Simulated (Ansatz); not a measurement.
# A thicker film of BaHfO3 (001), BaO faces from two thinner ones

In a field along its normal an insulating film takes a dipole p. Written as a length, p/(ε₀AE), it should grow by 1 − 1/ε for each ångström added.

Set-up. Ansatz 0.2.0, plane waves with PAW datasets (its set soft_2), PBE; perovskite films relaxed at a bulk in-plane lattice constant near the measured one, then held in weak fields of both signs with a dipole correction (A is the cell's area, E the outer field).

| run | distance between the outer atoms (Å) | p/(ε₀AE) (Å) |
| --- | --- | --- |
| 2 units | 8.432 | 9.116 |
| 3 units | 12.660 | 12.406 |
| 5 units | 21.111 | ? |

**Question.** What value belongs in the row marked “?”, and how far can the other rows tell?

Two rows fix a line: slope = (12.406 − 9.116) / (12.660 − 8.432) = 0.7781, intercept 2.5552. That slope means ε = 1/(1 − 0.7781) = 4.51. At 21.111 it gives 0.7781 × 21.111 + 2.5552 = 18.982 Å, beyond the rows fitted. Rounding of the rows alone allows about ±0.004 Å there; two rows can't show whether the line holds.

The run itself gives 19.039 Å: a miss of +0.057 Å, or 0.3 % of the value. The length is met to within 1 %, though ε is more sensitive than the length: the two thickest films give ε = 4.65.

**Limits.** This is the electronic response alone. A unit is one step of the cut along the normal (a plane, a pair of planes or a cell), and the layers relax along it, away from their bulk spacing where the functional's lattice constant differs from the one held.
